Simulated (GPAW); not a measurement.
# MnO2 (Pyrolusite, P4_2/mnm): the O K absorption edge, part 2 of 2

Aim: the dependence of the O K near-edge features of MnO2 (Pyrolusite, P4_2/mnm) on volume.

GPAW 26.7.0; X-ray absorption from dipole matrix elements to empty bands, plane-wave PAW LDA.

So far. Step 6 (Spectrum with XCH, O atom 3): The scaled spectrum changes by 26 % r.m.s. A shift of +0.4 eV leaves 14 %. The highest intensity below 16 eV goes from 14.2 eV (2.24) to 14.6 eV (1.99). Step 8 (Spectrum with XCH, O atom 3): Against the first run the r.m.s. difference is 8 %. The highest intensity below 16 eV goes from 14.2 eV (2.24) to 14.4 eV (2.16).

## (10) Spectrum with XCH, O atom 3

Changed against the first core-hole run: volume scale from 1 to 1.06.

The input, xas.py:

```python
import numpy as np
from ase import Atoms
from ase.parallel import parprint, paropen
from gpaw import GPAW, PW, FermiDirac, Mixer, MixerDif, setup_paths
from gpaw.test import gen
setup_paths.insert(0, '.')
gen('O', name='fch1s', xcname='LDA', corehole=(1, 0, 1), write_xml=True)
from gpaw.mpi import world
world.barrier()

atoms = Atoms('Mn4O8',
    cell=[[4.48456308, 0, 2.92934764],
     [0, 4.48456308, 2.92934764],
     [-4.48456308, 0, 2.92934764]],
    scaled_positions=[[0.25, 0.5, 0.75],
     [0.75, 0.5, 0.25],
     [0, 0, 0],
     [0.5, 0, 0.5],
     [0.55515, 0.19485, 0.75],
     [0.05515, 0.19485, 0.25],
     [0, 0.69485, 0.30515],
     [0.5, 0.69485, 0.80515],
     [0.94485, 0.80515, 0.75],
     [0.44485, 0.80515, 0.25],
     [0, 0.30515, 0.69485],
     [0.5, 0.30515, 0.19485]],
    magmoms=[4.0, 4.0, -4.0, -4.0, 0.0, 0.0, 0.0, 0.0, 0.0, 0.0, 0.0, 0.0],
    pbc=True)
atoms.calc = calc = GPAW(legacy_gpaw=True, mode=PW(500), xc='LDA', setups={4: 'fch1s'},
    kpts={'size': (4, 4, 4), 'gamma': True}, occupations=FermiDirac(0.1),
    charge=-1, mixer=MixerDif(0.05, 8, 50), maxiter=150,
    convergence={'density': 0.0001}, txt='scf.txt')
energy = atoms.get_potential_energy() + calc.get_reference_energy()
ef = calc.get_fermi_level()
out = dict(energy=energy, fermi=ef, forces=atoms.get_forces().tolist(), magmoms=atoms.get_magnetic_moments().tolist())
parprint(f'all-electron energy {energy:.4f} eV, Fermi level {ef:.4f} eV')
ev = np.array([[calc.get_eigenvalues(k, s) for k in range(len(calc.get_ibz_k_points()))] for s in range(calc.get_number_of_spins())])
out['homo'], out['lumo'], out['counts'] = ev[ev < ef].max(), ev[ev > ef].min(), sorted(set((ev < ef).sum((0, 2)).tolist()))
out['filled'] = (ev[:, 0] < ef).sum(1).tolist()

from ase.units import Ha
from gpaw.xas import dipole_matrix_elements
nb = int(calc.get_number_of_electrons() / 2) + 93
top, nb = nb, nb + 8 + nb // 12
nscf = calc.fixed_density(kpts={'size': (5, 5, 5), 'gamma': True}, nbands=nb,
    convergence={'bands': top, 'eigenstates': 1e-5}, maxiter=60, txt='nscf.txt')
cell = atoms.cell.array
ops = [cell.T @ U.T @ np.linalg.inv(cell.T) for U in nscf.wfs.kd.symmetry.op_scc]
E = np.arange(-6, 34, 0.1)
fwhm = np.interp(E, [4, 25], [0.9, 3.5])
Y, X, zero, highest = 0, 0, 1e9, 1e9
for spin in range(nscf.get_number_of_spins()):
    wfs = nscf.wfs
    A = dipole_matrix_elements(wfs.setups[4])
    eps = np.zeros((wfs.kd.nibzkpts, nb))
    d = np.zeros((3, A.shape[1], wfs.kd.nibzkpts, nb), complex)
    for kpt in wfs.kpt_u:
        if kpt.s == spin and 4 in kpt.P_ani:
            eps[kpt.k] = kpt.eps_n * Ha
            d[:, :, kpt.k] = (kpt.weight * wfs.nspins / 2) ** 0.5 * np.inner(A, kpt.P_ani[4])
    world.sum(eps)
    world.sum(d)
    T = np.einsum('amkn,bmkn->abkn', d, d.conj()).real
    T = sum(np.einsum('ai,ijkn,bj->abkn', R, T, R) for R in ops) / len(ops)
    empty = eps > ef
    zero, highest = min(zero, eps[empty].min()), min(highest, eps[:, top - 1].min())
    lines = [(eps, T, empty)] if spin == 0 else lines + [(eps, T, empty)]
for eps, T, empty in lines:
    f = np.einsum('aakn->akn', T).reshape(3, -1)
    x = eps.ravel() - zero
    w = np.interp(x, E, fwhm) / 2.35482
    g = np.exp(-0.5 * ((E[:, None] - x) / w) ** 2) / (w * (2 * np.pi) ** 0.5)
    Y = Y + (f * empty.ravel()) @ g.T
    X = X + (f * ~empty.ravel()) @ g.T
out.update(E=E.round(2).tolist(), xas=Y.tolist(), xes=X.tolist(), zero=zero, valid=highest - zero, nk=len(eps), nb=nb)
for i in range(0, len(E), 10):
    parprint(f'{E[i]:7.2f}', *(f'{v:10.3e}' for v in Y[:, i]))
import json
with paropen('out.json', 'w') as f:
    json.dump(out, f)
```

Run with:

```
> OMP_NUM_THREADS=1 mpirun -n 2 gpaw python xas.py
```

Elapsed: 10 min, on 2 MPI ranks of Arm Neoverse V1, shared host; peak memory 0.87 GiB; 21 min of CPU time.

| E (eV) | first run | this run |
| --- | --- | --- |
| -2.0 | 0.00 | 0.00 |
| -1.0 | 0.00 | 0.00 |
| 0.0 | 0.51 | 0.64 |
| 1.0 | 1.64 | 1.75 |
| 2.0 | 1.18 | 1.03 |
| 3.0 | 1.96 | 1.79 |
| 4.0 | 0.31 | 0.11 |
| 5.0 | 0.00 | 0.00 |
| 6.0 | 0.00 | 0.00 |
| 7.0 | 0.02 | 0.05 |
| 8.0 | 0.14 | 0.23 |
| 9.0 | 0.45 | 0.65 |
| 10.0 | 1.09 | 1.33 |
| 11.0 | 1.54 | 1.65 |
| 12.0 | 1.58 | 1.72 |
| 13.0 | 1.89 | 2.16 |
| 14.0 | 2.23 | 2.34 |
| 15.0 | 2.08 | 1.87 |
| 16.0 | 1.54 | 1.14 |
| 17.0 | 0.91 | 0.63 |
| 18.0 | 0.52 | 0.41 |
| 19.0 | 0.38 | 0.37 |
| 20.0 | 0.37 | 0.41 |
| 21.0 | 0.42 | 0.47 |
| 22.0 | 0.48 | 0.53 |
| 23.0 | 0.55 | 0.62 |
| 24.0 | 0.64 | 0.71 |
| 25.0 | 0.71 | 0.70 |
| 26.0 | 0.70 | 0.65 |
| 27.0 | 0.64 | 0.62 |
| 28.0 | 0.61 | 0.60 |
| 29.0 | 0.59 | 0.58 |
| 30.0 | 0.55 | 0.59 |
| 31.0 | 0.56 | 0.65 |
| 32.0 | 0.61 | 0.72 |

The scaled spectrum changes by 17 % r.m.s. A shift of -0.2 eV leaves 9 %. The highest intensity below 16 eV goes from 14.2 eV (2.24) to 13.8 eV (2.36).

The photon energy of the zero moves by -0.17 eV.

## (11) The volumes side by side

| volume | nearest distance (Å) | shift of the zero (eV) | maximum 1 (eV above own zero) | maximum 2 (eV above own zero) | maximum 3 (eV above own zero) |
| --- | --- | --- | --- | --- | --- |
| 0.91 | 1.821 | +0.29 | 1.9 | 3.5 | 14.6 |
| 0.97 | 1.860 | +0.09 | 1.4 | 3.1 | 14.4 |
| 1 | 1.879 | +0.00 | 1.2 | 3.0 | 14.2 |
| 1.06 | 1.916 | -0.17 | 1.0 | 2.8 | 13.8 |

The curves, each shifted by its zero's change so that they share one photon-energy axis, counted from the zero at V × 1:

| E (eV) | V × 0.91 | V × 0.97 | V × 1 | V × 1.06 |
| --- | --- | --- | --- | --- |
| -2.0 | 0.00 | 0.00 | 0.00 | 0.00 |
| -1.0 | 0.00 | 0.00 | 0.00 | 0.01 |
| 0.0 | 0.20 | 0.37 | 0.51 | 0.96 |
| 1.0 | 1.03 | 1.45 | 1.64 | 1.71 |
| 2.0 | 1.49 | 1.39 | 1.18 | 1.11 |
| 3.0 | 1.18 | 1.75 | 1.96 | 1.42 |
| 4.0 | 1.72 | 0.61 | 0.31 | 0.05 |
| 5.0 | 0.15 | 0.01 | 0.00 | 0.00 |
| 6.0 | 0.00 | 0.00 | 0.00 | 0.01 |
| 7.0 | 0.00 | 0.01 | 0.02 | 0.07 |
| 8.0 | 0.03 | 0.09 | 0.14 | 0.28 |
| 9.0 | 0.17 | 0.34 | 0.45 | 0.76 |
| 10.0 | 0.55 | 0.91 | 1.09 | 1.43 |
| 11.0 | 1.18 | 1.46 | 1.54 | 1.66 |
| 12.0 | 1.44 | 1.52 | 1.58 | 1.77 |
| 13.0 | 1.48 | 1.74 | 1.89 | 2.23 |
| 14.0 | 1.83 | 2.11 | 2.23 | 2.30 |
| 15.0 | 1.99 | 2.11 | 2.08 | 1.74 |
| 16.0 | 1.87 | 1.75 | 1.54 | 1.03 |
| 17.0 | 1.61 | 1.16 | 0.91 | 0.57 |
| 18.0 | 1.13 | 0.65 | 0.52 | 0.40 |
| 19.0 | 0.67 | 0.41 | 0.38 | 0.38 |
| 20.0 | 0.42 | 0.36 | 0.37 | 0.42 |
| 21.0 | 0.36 | 0.39 | 0.42 | 0.48 |
| 22.0 | 0.38 | 0.45 | 0.48 | 0.55 |
| 23.0 | 0.44 | 0.51 | 0.55 | 0.64 |
| 24.0 | 0.49 | 0.59 | 0.64 | 0.71 |
| 25.0 | 0.58 | 0.68 | 0.71 | 0.69 |
| 26.0 | 0.68 | 0.72 | 0.70 | 0.64 |
| 27.0 | 0.73 | 0.67 | 0.64 | 0.62 |
| 28.0 | 0.69 | 0.62 | 0.61 | 0.60 |
| 29.0 | 0.63 | 0.60 | 0.59 | 0.58 |
| 30.0 | 0.60 | 0.56 | 0.55 | 0.59 |
| 31.0 | 0.56 | 0.54 | 0.56 | 0.66 |
| 32.0 | 0.52 | 0.56 | 0.61 | 0.73 |

## (12) Summary of results

```json
{
 "absorber and edge": "O K, atom 3 of the ground-state input (counted from 1)",
 "surroundings": "2 Mn at 1.88 Å and 1 Mn at 1.90 Å (distorted trigonal planar, site symmetry m2m)",
 "highest intensity below 16 eV": "14.2 eV above the zero, height 2.24",
 "photon energy of the zero (spin-polarised hole, raw)": "524.4 eV (LDA puts this hole about 4 eV below PBE, itself good to a few eV)"
}
```

**Reading.** From V × 0.91 to V × 1.06 the nearest distance grows by 0.095 Å and the zero moves by -0.46 eV. Above their own zero, the maxima move from 1.9 to 1.0 eV, from 3.5 to 2.8 eV and from 14.6 to 13.8 eV. The O K edge of atom 3, with 2 Mn at 1.88 Å and 1 Mn at 1.90 Å (distorted trigonal planar, site symmetry m2m), has its highest intensity of the first 16 eV at 14.2 eV above the zero, near 539 eV in photon energy (LDA puts this hole about 4 eV below PBE, itself good to a few eV), 2.2 times the mean level of the first 20 eV (Gaussian full width 0.9 eV up to 4 eV, rising linearly to 3.5 eV at 25 eV). At the O K edge of atom 3 polarisation matters most near 15.8 eV, where the curves differ by 0.9 on this scale. The hole lies in one spin channel, while the script sums the empty states of both and takes the lower zero; where the two channels are split, this blurs and shifts the curve. The unit cell's mesh shows no gap over 0.35 eV. That is right for a metallic compound; for a small-gap or correlated insulator it would be the fault of the functional or of the assumed magnetic order, and the hole would be screened too well. The spins start antiferromagnetically in a simple order, which needn't be the measured one; gap and edge can depend on it. The holes are only 5.3 Å apart, so the shape is probably not converged with cell size; no larger cell was run here. The mesh is coarse (0.30 Å⁻¹ between points), so small maxima may be mesh ripples. Lifetime broadening is put in by hand, and intensities beyond about 20 eV depend on it and on the partial waves; weight that the partial waves miss at high energy is lost. The structure is a published determination, not relaxed.

[Logs are printed without paths, hosts, clocks, repeated set-up lines and the standing remarks that a program may print on its own settings, such as how far it seeks lower states.]

[Hosts, paths, dates, database ids (printed as entryN), source tags and the programs' standing remarks are cut or masked in the printed files.]

[Lists of maxima count a maximum above −3 eV only where it reaches 4 % of the highest in the window and stands out from its surroundings by 2 % of it (1.5 % where it reaches 55 %); shoulders and weaker maxima are passed over, and of the rest the first, up to two pre-edge ones and the few strongest are named.]
